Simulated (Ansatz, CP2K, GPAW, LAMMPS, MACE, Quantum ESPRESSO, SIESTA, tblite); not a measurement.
## Cu22Zr78 (at. %) with crystalline order left by the classical run (65 atoms): runs against a plane-wave reference

Density of this cell: 6.73 g/cm³. The cell holds 65 atoms: 14 Cu and 51 Zr. Its edges and angles: a = 11.101 Å, b = 11.101 Å, c = 11.101 Å, α = 90.0°, β = 90.0°, γ = 90.0°. 65 atoms (14 Cu, 51 Zr) placed at random at 6.15 g/cm³, melted at 2200 K for 10 ps at fixed volume with the Finnis-Sinclair Cu-Zr potential (Mendelev, file CuZr_mm.eam.fs of the LAMMPS distribution). Quenched from 2200 K to 300 K at 3 K/ps and zero pressure, held 5 ps, then minimised at fixed cell.

Geometry: as built.

The reference, a calculation:

- method: Kohn-Sham DFT, PBE, SSSP efficiency 1.3.0 pseudopotentials, plane waves (Quantum ESPRESSO 7.5); sssp-pbe-1.3.0-efficiency, cutoffs 60/480 Ry, Γ point
- r.m.s. force component: 0.274 eV/Å
- longest force: 0.8849 eV/Å
- pressure: -0.8417 GPa
- time: 7.1 min on 4 MPI ranks of Arm Neoverse V1, shared host
- CPU time: 28 min

In doubt: a PseudoDojo file used here is known to give poor structures and forces (SIESTA), which bears on pressures, cells, forces and phonons.

Q: Estimate the differences from the reference, the CPU time and the memory of each run.
- MACE MP-0b3 medium potential (MACE MP-0b3 medium; 1 thread)
- SIESTA revPBE, PBE potentials, DZP, shift 0.01 Ry, mesh 500 Ry (SIESTA 5.4.2; 2 MPI ranks)
- CP2K PBE, DZVP-MOLOPT-SR, 560/50 Ry, diagonalisation (CP2K 2026.2; 4 MPI ranks)
- SIESTA PBE, SZP, shift 0.01 Ry, mesh 500 Ry (SIESTA 5.4.2; 2 MPI ranks)
- SIESTA PBE, DZP, shift 0.01 Ry, mesh 500 Ry (SIESTA 5.4.2; 2 MPI ranks)
- MACE MPA-0 medium potential (MACE MPA-0 medium; 1 thread)
- MACE MP-0b2 small potential (MACE MP-0b2 small; 1 thread)
- CP2K PBE, DZVP-MOLOPT-SR, 800/50 Ry, diagonalisation (CP2K 2026.2; 2 threads)

Differences are against the plane-wave reference, forces as r.m.s. over components; share is that over the reference's r.m.s. force, slope the least-squares factor from reference forces to these. Total energies of different programs have different zeros and aren't compared.

| run | Δ force, r.m.s. (meV/Å) | share (%) | slope | Δ pressure (GPa) | cores | CPU time | memory (GiB) |
| --- | --- | --- | --- | --- | --- | --- | --- |
| reference | - | - | - | - | 4 | 28 min | 5.6 |
| MACE MP-0b3 medium potential | 209 | 76.3 | 0.402 | 0.0287 | 1 | 8.7 s | 0.82 |
| SIESTA revPBE, PBE potentials, DZP, shift 0.01 Ry, mesh 500 Ry | 51.7 | 18.9 | 1.048 | 0.0978 | 2 | 19 min | 2.7 |
| CP2K PBE, DZVP-MOLOPT-SR, 560/50 Ry, diagonalisation (coarse) | 24.0 | 8.76 | 0.993 | 0.128 | 4 | 34 min | 8.5 |
| SIESTA PBE, SZP, shift 0.01 Ry, mesh 500 Ry (coarse) | 52.5 | 19.1 | 1.047 | -0.590 | 2 | 14 min | 2.3 |
| SIESTA PBE, DZP, shift 0.01 Ry, mesh 500 Ry | 43.6 | 15.9 | 1.042 | -1.76 | 2 | 19 min | 2.7 |
| MACE MPA-0 medium potential | 177 | 64.6 | 0.472 | -0.106 | 1 | 8.7 s | 0.83 |
| MACE MP-0b2 small potential | 226 | 82.3 | 0.463 | -1.02 | 1 | 7.5 s | 0.66 |
| CP2K PBE, DZVP-MOLOPT-SR, 800/50 Ry, diagonalisation | 21.1 | 7.71 | 0.994 | 0.128 | 2 | 29 min | 6.5 |

Rows marked coarse were listed beforehand as settings not expected to be converged; some can still land near the reference.

Times of the machine-learned potentials are mostly Python's start and the loading of weights.

CPU time is summed over cores on a shared host, where runs went side by side, so it is rough. Symmetry, cutoffs, thresholds, outputs and thread counts weren't matched or tuned between programs; memory under MPI is the largest rank's times the ranks.

The PBE runs in local orbitals, coarse settings apart, differ by 7.7 % (CP2K PBE, DZVP-MOLOPT-SR, 800/50 Ry, diagonalisation) to 16 % (SIESTA PBE, DZP, shift 0.01 Ry, mesh 500 Ry); basis, grid and potentials can all enter. Machine-learned potentials differ by 65 % (MACE MPA-0 medium potential) to 82 % (MACE MP-0b2 small potential); they were trained on other programs' data. Among those trained on PBE data the slope goes as low as 0.40, with a correlation of 0.65, so directions differ as well as sizes. Rows with another functional or a dispersion term differ by 19 % (SIESTA revPBE, PBE potentials, DZP, shift 0.01 Ry, mesh 500 Ry), which mixes the change of model with differences of basis and potentials, some of them made for another functional. Runs with settings chosen to be coarse differ by 8.8 % (CP2K PBE, DZVP-MOLOPT-SR, 560/50 Ry, diagonalisation) to 19 % (SIESTA PBE, SZP, shift 0.01 Ry, mesh 500 Ry), their programs' other errors included. Machine-learned potentials mimic data converged in k, so the reference's own k-point error enters their differences. The network of bonds at the start is that of the classical potential that made the cell, and needn't be the one that DFT or experiment would give. The electronic-structure runs sample only Γ, in a cell whose shortest periodic width is 11 Å, which is coarse for a cell with partly filled levels.

[Hosts, paths, dates, database ids (printed as entryN), source tags and the programs' standing remarks are cut or masked in the printed files.]
